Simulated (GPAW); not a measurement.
## PbO (honeycomb monolayer): G0W0 on several meshes in GPAW

How does the mesh move the gap of PbO (honeycomb monolayer)?

Method: LDA and many-body steps on it, plane waves, in GPAW 26.7.0.

Most raw output is cut from this account.

## (1) The starting structure

The cell holds 2 atoms: 1 Pb and 1 O. Its edges and angles: a = 3.440 Å, b = 3.440 Å, c = 11.400 Å, α = 90.0°, β = 90.0°, γ = 120.0°. Vacuum lies along c.

Structure file:

```cif
data_structure
_symmetry_space_group_name_H-M 'P 1'
_symmetry_Int_Tables_number 1
_cell_length_a 3.4405
_cell_length_b 3.4405
_cell_length_c 11.4000
_cell_angle_alpha 90.000
_cell_angle_beta 90.000
_cell_angle_gamma 120.000
_cell_volume 116.86
loop_
_atom_site_label
_atom_site_type_symbol
_atom_site_fract_x
_atom_site_fract_y
_atom_site_fract_z
_atom_site_occupancy
Pb1 Pb 0.33333 0.66667 0.45656 1
O2 O 0.66667 0.33333 0.54346 1
```

The structure was relaxed with LDA. The runs that relaxed it are not among those shown. Spin-orbit coupling is left out unless a step names it.

## (2) Empty states on the mesh, 9×9×1 mesh, 199 bands

This step: GPAW 26.7.0; DFT, LDA, plane waves, PAW.

The sums over transitions need many empty states on a uniform mesh; this step solves for them.

run.py

```python
import json
import numpy as np
from gpaw.mpi import world
from gpaw import GPAW

calc = GPAW('gs.gpw').fixed_density(kpts={'size': (9, 9, 1), 'gamma': True},
    nbands=232,
    convergence={'bands': 199},
    txt='nscf.txt')
calc.write('full.gpw', mode='all')
res = {}
kpts = calc.get_ibz_k_points()
res['kpts'] = kpts
res['eigenvalues'] = [calc.get_eigenvalues(kpt=k) for k in range(len(kpts))]
res['n_electrons'] = calc.get_number_of_electrons()

if world.rank == 0:
    with open('result.json', 'w') as f:
        json.dump(res, f, default=lambda x: x.tolist())
```

Launch:

```
$ mpirun -n 4 gpaw python run.py
```

Wall time 87 s (4 MPI ranks of Arm Neoverse V2, shared host); peak memory 1.1 GiB.

Numbers from this step:

- gap: 2.034 eV
- k of the valence top: 0.3333, 0.3333, 0
- k of the conduction bottom: 0, 0, 0
- least direct gap: 2.565 eV
- k points computed: 12
- lowest point of the top converged band, above the valence top: 77.3478 eV

On this mesh the gap is 2.034 eV.

## (3) 9×9×1

Now the one-shot GW correction: screening in the RPA, then the self-energy of the levels asked for.

This step: G0W0 on LDA, plane waves, PAW.

run.py

```python
import json
import numpy as np
from gpaw.mpi import world
from gpaw.response.g0w0 import G0W0

gw = G0W0('full.gpw',
    filename='gw',
    kpts=[0, 6],
    bands=(8, 12),
    ecut=48,
    nbands=88,
    truncation='2D',
    integrate_gamma='sphere',
    q0_correction=True,
    frequencies={'type': 'nonlinear', 'domega0': 0.15, 'omega2': 15.0},
    eta=0.1,
    nblocksmax=True)
gw.calculate()
res = {mode: {k: v for k, v in r.items() if k != 'sigma_eskwn'}
       for mode, r in gw.all_results.items()}

if world.rank == 0:
    with open('result.json', 'w') as f:
        json.dump(res, f, default=lambda x: x.tolist())
```

Launch:

```
$ mpirun -n 4 gpaw python run.py
```

The job ended after 71 s (4 MPI ranks; peak memory 2 GiB; 4.7 min of CPU time).

This step gave:

- G0W0 gap on the points computed: 3.495 eV
- least direct G0W0 gap on the computed points: 4.146 eV
- Z at the valence top: 0.7539
- Z at the conduction bottom: 0.8084
- starting gap on the mesh: 2.034 eV
- k of the valence top: 0.3333, 0.3333, 0
- k of the conduction bottom: 0, 0, 0

The gap on the mesh goes from 2.03 eV to 3.49 eV, a correction of +1.46 eV.

## (4) Empty states on the mesh, 6×6×1 mesh, 98 bands

This step: DFT, LDA, plane waves, PAW.

run.py

```python
import json
import numpy as np
from gpaw.mpi import world
from gpaw import GPAW

calc = GPAW('gs.gpw').fixed_density(kpts={'size': (6, 6, 1), 'gamma': True},
    nbands=114,
    convergence={'bands': 98},
    txt='nscf.txt')
calc.write('full.gpw', mode='all')
res = {}
kpts = calc.get_ibz_k_points()
res['kpts'] = kpts
res['eigenvalues'] = [calc.get_eigenvalues(kpt=k) for k in range(len(kpts))]
res['n_electrons'] = calc.get_number_of_electrons()

if world.rank == 0:
    with open('result.json', 'w') as f:
        json.dump(res, f, default=lambda x: x.tolist())
```

Launch:

```
$ mpirun -n 4 gpaw python run.py
```

It took 22 s on 4 MPI ranks; peak memory 0.89 GiB.

This step gave:

| Item | Value |
| --- | --- |
| gap | 2.034 eV |
| k of the valence top | 0.3333, 0.3333, 0 |
| k of the conduction bottom | 0, 0, 0 |
| least direct gap | 2.565 eV |
| k points computed | 7 |
| lowest point of the top converged band, above the valence top | 47.64 eV |

On this mesh the gap is 2.034 eV.

## (5) 6×6×1

This step: G0W0 on LDA, plane waves, PAW.

run.py

```python
import json
import numpy as np
from gpaw.mpi import world
from gpaw.response.g0w0 import G0W0

gw = G0W0('full.gpw',
    filename='gw',
    kpts=[0, 4],
    bands=(8, 12),
    ecut=48,
    nbands=88,
    truncation='2D',
    integrate_gamma='sphere',
    q0_correction=True,
    frequencies={'type': 'nonlinear', 'domega0': 0.15, 'omega2': 15.0},
    eta=0.1,
    nblocksmax=True)
gw.calculate()
res = {mode: {k: v for k, v in r.items() if k != 'sigma_eskwn'}
       for mode, r in gw.all_results.items()}

if world.rank == 0:
    with open('result.json', 'w') as f:
        json.dump(res, f, default=lambda x: x.tolist())
```

Launch:

```
$ mpirun -n 4 gpaw python run.py
```

Elapsed: 24 s, on 4 MPI ranks; peak memory 1.2 GiB.

Numbers from this step:

```yaml
g0w0_gap_on_the_points_computed: 3.555 eV
least_direct_g0w0_gap_on_the_computed_points: 4.199 eV
z_at_the_valence_top: 0.7576
z_at_the_conduction_bottom: 0.8033
starting_gap_on_the_mesh: 2.034 eV
k_of_the_valence_top: 0.3333, 0.3333, 0
k_of_the_conduction_bottom: 0, 0, 0
```

Against G0W0 in GPAW (9×9×1 mesh, 88 bands, screening to 48 eV, full frequency, Hilbert transform), the gap moves by +0.060 eV.

## (6) Side by side

Times are wall times on 4 MPI ranks of Arm Neoverse V2, shared host, good to a factor of about two.

```tsv
run	mesh	bands	screening cutoff (eV)	DFT gap (eV)	gap on the mesh (eV)	direct (eV)	time
9×9×1	9×9×1	88	48	2.034	3.495	4.146	71 s
6×6×1	6×6×1	88	48	2.034	3.555	4.199	24 s
```

## (7) Summary of results

```
9×9×1        : 3.495 eV
6×6×1        : 3.555 eV
known limits : not at the basis limit; no spin-orbit coupling
```

What this shows: 6×6×1: +0.060 eV against 9×9×1. Bands and cutoff are finite, so the gap is not at the basis limit. The miss can reach some tenths of an eV and take either sign; the mesh is an error of its own. These stock PAW sets were not made for GW. In the G0W0 runs levels were corrected at 2 k points alone, so a gap called «on the mesh» is the least over those, and an edge elsewhere would be missed. Where an edge is built on 6p states of lead, bismuth or thallium, scalar-relativistic gaps usually stand too wide, by a few tenths to over one eV. The many-body steps are scalar-relativistic: spin-orbit coupling is not in them.

[Paths, hosts, dates, memory and timing lines, banners, echoed tables and standing remarks are left out of the program output.]

[Logs are printed without paths, hosts, clocks, repeated set-up lines and the standing remarks that a program may print on its own settings, such as how far it seeks lower states.]

[Runs of the session that timed out or met a known fault of the program may be left out.]

[Hosts, paths, dates, database ids (printed as entryN), source tags and the programs' standing remarks are cut or masked in the printed files.]
